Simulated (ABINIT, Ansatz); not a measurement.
**CsGeCl3 (R3m): G0W0 on several meshes in ABINIT**

How does the mesh move the gap of CsGeCl3 (R3m)?

Method: LDA and many-body steps on it, plane waves, in ABINIT 10.8.3.

### 1. The structure

The structure is trigonal, space group R3m (No. 160). The conventional cell has a = 7.694 Å, b = 7.694 Å, c = 9.535 Å, α = 90.00°, β = 90.00°, γ = 120.00°. Nearest to Cs lie 12 Cl at 3.86 to 3.90 Å. Nearest to Ge lie 3 Cl at 2.37 Å. Nearest to Cl lie 2 Ge at 2.37 to 3.10 Å and 4 Cs at 3.86 to 3.90 Å. Farther neighbours and most contacts between anions are not listed.

The cell and positions are those that the Materials Project relaxed with its own functionals (PBE, PBE+U or r2SCAN), kept fixed. Spin-orbit coupling is left out unless a step names it.

### 2. Empty states on the mesh, 2×2×2 mesh, 562 bands

This step: ABINIT 10.8.3; DFT, LDA, plane waves, norm-conserving pseudopotentials.

The sums over transitions need many empty states on a uniform mesh; this step solves for them.

Contents of run.abi:

```
acell 3*1.0 Angstrom
rprim 
  3.846816390705 2.220960478697 3.178300533600
  -3.846816390705 2.220960478697 3.178300533600
  0.000000000000 -4.441920957394 3.178300533600
ntypat 3
znucl 55 32 17
natom 5
typat 1 2 3 3 3
xred 
  0.998403350000 0.998403350000 0.998403350000
  0.515533150000 0.515533150000 0.515533150000
  0.496712670000 0.496712670000 0.948638170000
  0.496712670000 0.948638170000 0.496712670000
  0.948638170000 0.496712670000 0.496712670000
pp_dirpath "pseudos"
pseudos "Cs.upf, Ge.upf, Cl.upf"
ecut 56
ngkpt 2 2 2
nshiftk 1
shiftk 0 0 0
kptopt 1
chksymbreak 0
iscf -2
irdden 1
istwfk *1
nband 562
nbdbuf 50
tolwfr 1e-09
nstep 60
prtvol 0
indata_prefix "in"
outdata_prefix "out"
tmpdata_prefix "tmp"
```

Launch:

```bash
> OMP_NUM_THREADS=4 mpirun -n 4 abinit run.abi > log
```

Numbers of over 12 decimals in the logs are rounded to 6 here.

The program printed:

```text
.Version 10.8.3 of ABINIT. v10.8.2 released Aug 2026.

 Symmetries : space group R3 m (#160); Bravais hR (rhombohedral)
[... echo of the input left out ...]
== DATASET  1 ==================================================================
-   mpi_nproc: 4, omp_nthreads: 4 (-1 if OMP is not activated)

--- !DatasetInfo
iteration_state: {dtset: 1, }
dimensions: {natom: 5, nkpt: 4, mband: 562, nsppol: 1, nspinor: 1, nspden: 1, mpw: 22041, }
cutoff_energies: {ecut:  56.0, pawecutdg:  -1.0, }
[...]
4.49210    4.49400    4.50250    4.50384    4.51159    4.51190    4.51634    4.51715
   4.53220    4.54123    4.54288    4.54598    4.54642    4.55123    4.55259    4.55811
   4.56975    4.59421
 prteigrs : prtvol=0 or 1, do not print more k-points.

== END DATASET(S) ==============================================================
================================================================================

 -outvars: echo values of variables after computation  --------
            nband         562
             nkpt           4
          spgroup         160
 [... the other variables as echoed above ...]

 Calculation completed.
```

It took 8 min on 4 MPI ranks of Arm Neoverse V1, shared host; peak memory 1.6 GiB; 83 min of CPU time.

This step gave:

```yaml
gap: 1.977 eV
k_of_the_valence_top: 0.5, 0.5, 0.5
k_of_the_conduction_bottom: 0.5, 0.5, 0.5
least_direct_gap: 1.977 eV
k_points_computed: 4
lowest_point_of_the_top_converged_band_above_the_valence_top: 111.7640 eV
```

On this mesh the gap is 1.977 eV.

The density comes from a self-consistent run that is not shown.

### 3. Screening, 2×2×2 mesh, 224 bands, screening to 141.5 eV

The RPA dielectric matrix is built and inverted for each q.

This step: RPA screening on LDA, plane waves, norm-conserving pseudopotentials.

Changes to run.abi since step 2:

```diff
@@ -23,10 +23,11 @@
 chksymbreak 0
-iscf -2
-irdden 1
 istwfk *1
-nband 562
-nbdbuf 50
-tolwfr 1e-09
-nstep 60
-prtvol 0
+occopt 1
+irdwfk 1
+optdriver 3
+nband 224
+ecuteps 5.2
+inclvkb 2
+awtr 1
+symchi 1
 indata_prefix "in"
```

Launch:

```bash
> OMP_NUM_THREADS=1 mpirun -n 16 abinit run.abi > log
```

The program printed:

```text
.Version 10.8.3 of ABINIT. v10.8.2 released Aug 2026.

 Symmetries : space group R3 m (#160); Bravais hR (rhombohedral)
[... echo of the input left out ...]
== DATASET  1 ==================================================================
-   mpi_nproc: 16, omp_nthreads: 1 (-1 if OMP is not activated)

--- !DatasetInfo
iteration_state: {dtset: 1, }
dimensions: {natom: 5, nkpt: 4, mband: 224, nsppol: 1, nspinor: 1, nspden: 1, mpw: 22041, }
cutoff_energies: {ecut:  56.0, pawecutdg:  -1.0, }
electrons: {nelect:   5.20000000E+01, charge:   0.00000000E+00, occopt:   1.00000000E+00, tsmear:   1.00000000E-02, }

 SCREENING: Calculation of the susceptibility and dielectric matrices

 Based on a program developped by R.W. Godby, V. Olevano, G. Onida, and L. Reining.
 Incorporated in ABINIT by V. Olevano, G.-M. Rignanese, and M. Torrent.
.Using double precision arithmetic ; gwpc =  8

[... cell and pseudopotentials left out ...]
--------------------------------------------------------------------------------

 ==== K-mesh for the wavefunctions ====
 Number of points in the irreducible wedge :     4
[... list of points left out ...]
 Together with  6 symmetry operations and time-reversal symmetry
 yields     8 points in the full Brillouin Zone.

 ==== Q-mesh for the screening function ====
 Number of points in the irreducible wedge :     4
[... list of points left out ...]
 Together with  6 symmetry operations and time-reversal symmetry
 yields     8 points in the full Brillouin Zone.

 setmesh: FFT mesh size selected  =    45x   45x   45
          total number of points  =        91125

 vcoul_init : cutoff-mode = AUXILIARY_FUNCTION
 q-points for optical limit:   1
     1)      0.000010    0.000020    0.000030

- screening: taking advantage of time-reversal symmetry
- Maximum band index for partially occupied states nbvw = 26
- Remaining bands to be divided among processors   nbcw = 198
- Number of bands treated by each node ~12

 Number of electrons calculated from density =   52.0000; Expected =   52.0000
 average of density, n =  0.047295
 r_s =    1.7154
 omega_plasma =   20.9780 [eV]

 calculating chi0 at frequencies [eV] :
  1    0.000000E+00    0.000000E+00
  2    0.000000E+00    2.097803E+01

--------------------------------------------------------------------------------
  q-point number  1        q = ( 0.000000, 0.000000, 0.000000) [r.l.u.]
--------------------------------------------------------------------------------
[... chi0 elements left out ...]
 For q-point:  0.000010 0.000020 0.000030
  dielectric constant =   5.9632
  dielectric constant without local fields =   7.2328

  Average fulfillment of the sum rule on Im[epsilon] for q-point    1 :     55.78  [%]
[... wings left out ...]
  q-point number  2        q = ( 0.500000, 0.000000, 0.000000) [r.l.u.]
--------------------------------------------------------------------------------
[... chi0 elements left out ...]
  Average fulfillment of the sum rule on Im[epsilon] for q-point    2 :     59.09  [%]

 [... 2 further q-points ...]
```

It took 55 s on 16 MPI ranks; peak memory 9.1 GiB.

This step gave:

- ε∞ with local fields, on this mesh, along the program's q direction: 5.963
- the same without local fields: 7.233
- plasma frequency: 20.98 eV
- plane waves in the screening matrix: 619

Local fields lower ε∞ by 18 %. On a Γ-centred mesh this coarse the value itself is usually too large, while a short band sum pulls it down.

### 4. 2×2×2

The self-energy is evaluated for the states that the input lists, and the levels follow from it, in one-shot runs by the linearised quasiparticle equation.

This step: G0W0 on LDA, plane waves, norm-conserving pseudopotentials.

Changes to run.abi since step 3:

```diff
@@ -26,8 +26,17 @@
 irdwfk 1
-optdriver 3
+optdriver 4
 nband 224
+gwcalctyp 0
+ecutsigx 56
+symsigma 1
+nkptgw 2
+kptgw 
+  0.5000000000 0.5000000000 0.5000000000
+  0.0000000000 0.0000000000 0.0000000000
+bdgw 
+  25 28
+  24 29
 ecuteps 5.2
-inclvkb 2
-awtr 1
-symchi 1
+irdscr 1
+ppmodel 1
 indata_prefix "in"
```

The program printed:

```text
.Version 10.8.3 of ABINIT. v10.8.2 released Aug 2026.

 Symmetries : space group R3 m (#160); Bravais hR (rhombohedral)
[... echo of the input left out ...]
== DATASET  1 ==================================================================
-   mpi_nproc: 16, omp_nthreads: 1 (-1 if OMP is not activated)

--- !DatasetInfo
iteration_state: {dtset: 1, }
dimensions: {natom: 5, nkpt: 4, mband: 224, nsppol: 1, nspinor: 1, nspden: 1, mpw: 22041, }
cutoff_energies: {ecut:  56.0, pawecutdg:  -1.0, }
electrons: {nelect:   5.20000000E+01, charge:   0.00000000E+00, occopt:   1.00000000E+00, tsmear:   1.00000000E-02, }

 SIGMA: Calculation of the GW corrections

 Based on a program developped by R.W. Godby, V. Olevano, G. Onida, and L. Reining.
 Incorporated in ABINIT by V. Olevano, G.-M. Rignanese, and M. Torrent.
.Using double precision arithmetic ; gwpc =  8

[... cell and pseudopotentials left out ...]
--------------------------------------------------------------------------------

 ==== K-mesh for the wavefunctions ====
 Number of points in the irreducible wedge :     4
[... list of points left out ...]
 Together with  6 symmetry operations and time-reversal symmetry
 yields     8 points in the full Brillouin Zone.

 ==== Q-mesh for screening function ====
 Number of points in the irreducible wedge :     4
[... list of points left out ...]
 Together with  6 symmetry operations and time-reversal symmetry
 yields     8 points in the full Brillouin Zone.

 vcoul_init : cutoff-mode = AUXILIARY_FUNCTION
 q-points for optical limit:   1
     1)      0.000010    0.000020    0.000030
 setmesh: FFT mesh size selected  =    72x   72x   72
          total number of points  =       373248

 Number of electrons calculated from density =   52.0000; Expected =   52.0000
 average of density, n =  0.047295
 r_s =    1.7154
 omega_plasma =   20.9780 [eV]

 === KS Band Gaps ===
  >>>> For spin  1
   Minimum direct gap =   1.9771 [eV], located at k-point      :   0.5000  0.5000  0.5000
   Fundamental gap    =   1.9771 [eV], Top of valence bands at :   0.5000  0.5000  0.5000
                                       Bottom of conduction at :   0.5000  0.5000  0.5000
 SIGMA fundamental parameters:
 PLASMON POLE MODEL  1
 number of plane-waves for SigmaX                22041
 number of plane-waves for SigmaC and W            619
 number of plane-waves for wavefunctions         22041
 number of bands                                   224
 number of independent spin polarizations            1
 number of spinorial components                      1
 number of k-points in IBZ                           4
 number of q-points in IBZ                           4
 number of symmetry operations                       6
 number of k-points in BZ                            8
 number of q-points in BZ                            8
 number of frequencies for dSigma/dE                 9
 frequency step for dSigma/dE [eV]                0.25
 number of omega for Sigma on real axis              0
 max omega for Sigma on real axis  [eV]           0.00
 zcut for avoiding poles [eV]                     0.10

 EPSILON^-1 parameters (SCR file):
 dimension of the eps^-1 matrix on file            619
 dimension of the eps^-1 matrix used               619
 number of plane-waves for wavefunctions         22041
 number of bands                                   224
 number of q-points in IBZ                           4
 number of frequencies                               2
 number of real frequencies                          1
 number of imag frequencies                          1

 matrix elements of self-energy operator (all in [eV])

 Perturbative Calculation

--- !SelfEnergy_ee
iteration_state: {dtset: 1, }
kpoint     : [   0.500,    0.500,    0.500, ]
spin       : 1
KS_gap     :    1.977
QP_gap     :    3.640
Delta_QP_KS:    1.663
data: !SigmaeeData |
     Band     E0 <VxcDFT>   SigX SigC(E0)      Z dSigC/dE  Sig(E)    E-E0       E
       25  -0.190 -14.219 -18.514   2.877   0.771  -0.298 -15.312  -1.093  -1.283
       26   1.959 -14.764 -16.833   1.393   0.787  -0.271 -15.296  -0.532   1.427
       27   3.936 -11.282  -6.604  -3.277   0.807  -0.238 -10.151   1.131   5.067
       28   3.936 -11.282  -6.604  -3.277   0.807  -0.238 -10.151   1.131   5.067

--- !SelfEnergy_ee
iteration_state: {dtset: 1, }
kpoint     : [   0.000,    0.000,    0.000, ]
spin       : 1
KS_gap     :    5.520
QP_gap     :    7.284
Delta_QP_KS:    1.764
data: !SigmaeeData |
     Band     E0 <VxcDFT>   SigX SigC(E0)      Z dSigC/dE  Sig(E)    E-E0       E
       24  -0.526 -14.055 -18.275   2.838   0.771  -0.297 -15.121  -1.066  -1.592
       25  -0.526 -14.055 -18.275   2.838   0.771  -0.297 -15.121  -1.066  -1.592
       26  -0.340 -13.977 -17.781   2.547   0.773  -0.293 -14.949  -0.972  -1.312
       27   5.180  -7.348  -3.022  -3.381   0.839  -0.192  -6.556   0.792   5.972
       28   6.059  -7.267  -2.987  -3.276   0.840  -0.190  -6.424   0.844   6.902
       29   6.059  -7.267  -2.987  -3.276   0.840  -0.190  -6.424   0.844   6.902

== END DATASET(S) ==============================================================
================================================================================

 -outvars: echo values of variables after computation  --------
           etotal      0.0000000000E+00
            nband         224
             nkpt           4
          spgroup         160
 [... the other variables as echoed above ...]

 Calculation completed.
```

Elapsed: 17 s, on 16 MPI ranks; peak memory 6.1 GiB.

Numbers from this step:

```yaml
g0w0_gap_on_the_points_computed: 3.64 eV
starting_gap_on_the_mesh: 1.977 eV
k_of_the_valence_top: 0.5, 0.5, 0.5
k_of_the_conduction_bottom: 0.5, 0.5, 0.5
z_at_the_valence_top: 0.787
z_at_the_conduction_bottom: 0.807
least_direct_g0w0_gap_on_the_computed_points: 3.64 eV
```

The gap on the mesh goes from 1.98 eV to 3.64 eV, a correction of +1.66 eV.

### 5. Empty states on the mesh, 4×4×4 mesh, 246 bands

This step: DFT, LDA, plane waves, norm-conserving pseudopotentials.

Changes to run.abi since step 4:

```diff
@@ -18,3 +18,3 @@
 ecut 56
-ngkpt 2 2 2
+ngkpt 4 4 4
 nshiftk 1
@@ -23,20 +23,10 @@
 chksymbreak 0
+iscf -2
+irdden 1
 istwfk *1
-occopt 1
-irdwfk 1
-optdriver 4
-nband 224
-gwcalctyp 0
-ecutsigx 56
-symsigma 1
-nkptgw 2
-kptgw 
-  0.5000000000 0.5000000000 0.5000000000
-  0.0000000000 0.0000000000 0.0000000000
-bdgw 
-  25 28
-  24 29
-ecuteps 5.2
-irdscr 1
-ppmodel 1
+nband 246
+nbdbuf 22
+tolwfr 1e-09
+nstep 60
+prtvol 0
 indata_prefix "in"
```

Launch:

```bash
> OMP_NUM_THREADS=1 mpirun -n 13 abinit run.abi > log
```

The program printed:

```text
.Version 10.8.3 of ABINIT. v10.8.2 released Aug 2026.

 Symmetries : space group R3 m (#160); Bravais hR (rhombohedral)
[... echo of the input left out ...]
== DATASET  1 ==================================================================
-   mpi_nproc: 13, omp_nthreads: 1 (-1 if OMP is not activated)

--- !DatasetInfo
iteration_state: {dtset: 1, }
dimensions: {natom: 5, nkpt: 13, mband: 246, nsppol: 1, nspinor: 1, nspden: 1, mpw: 22041, }
cutoff_energies: {ecut:  56.0, pawecutdg:  -1.0, }
[...]
2.28660    2.28837    2.29893    2.29893    2.30898    2.30898    2.34075    2.34075
   2.35030    2.35449    2.35575    2.35575    2.36495    2.37092    2.37103    2.37196
   2.37269    2.37855    2.37883    2.38991    2.39236    2.39800
 prteigrs : prtvol=0 or 1, do not print more k-points.

== END DATASET(S) ==============================================================
================================================================================

 -outvars: echo values of variables after computation  --------
            nband         246
             nkpt          13
          spgroup         160
 [... the other variables as echoed above ...]

 Calculation completed.
```

The job ended after 6 min (13 MPI ranks; peak memory 2.6 GiB; 78 min of CPU time).

This step gave:

- gap: 1.977 eV
- k of the valence top: 0.5, 0.5, 0.5
- k of the conduction bottom: 0.5, 0.5, 0.5
- least direct gap: 1.977 eV
- k points computed: 13
- lowest point of the top converged band, above the valence top: 58.5170 eV

On this mesh the gap is 1.977 eV.

(Part 1 of 2 ends here.)

[Paths, hosts, dates, memory and timing lines, banners, echoed tables and standing remarks are left out of the program output.]

[Logs are printed without paths, hosts, clocks, repeated set-up lines and the standing remarks that a program may print on its own settings, such as how far it seeks lower states.]

[Runs of the session that timed out or met a known fault of the program may be left out.]

[No measured gap is set beside runs whose start may be inverted or whose files or cutoffs have a known fault.]

[Hosts, paths, dates, database ids (printed as entryN), source tags and the programs' standing remarks are cut or masked in the printed files.]

[G0W0 gaps are taken among the corrected bands and points alone; a level outside them can change the order at an edge.]

[Where Ansatz stands beside ABINIT at settings called matched, ABINIT's density can come from a denser mesh and the files from another edition; pairs whose starting gaps differed by over 0.03 eV were left out, so agreement reads better than it is.]
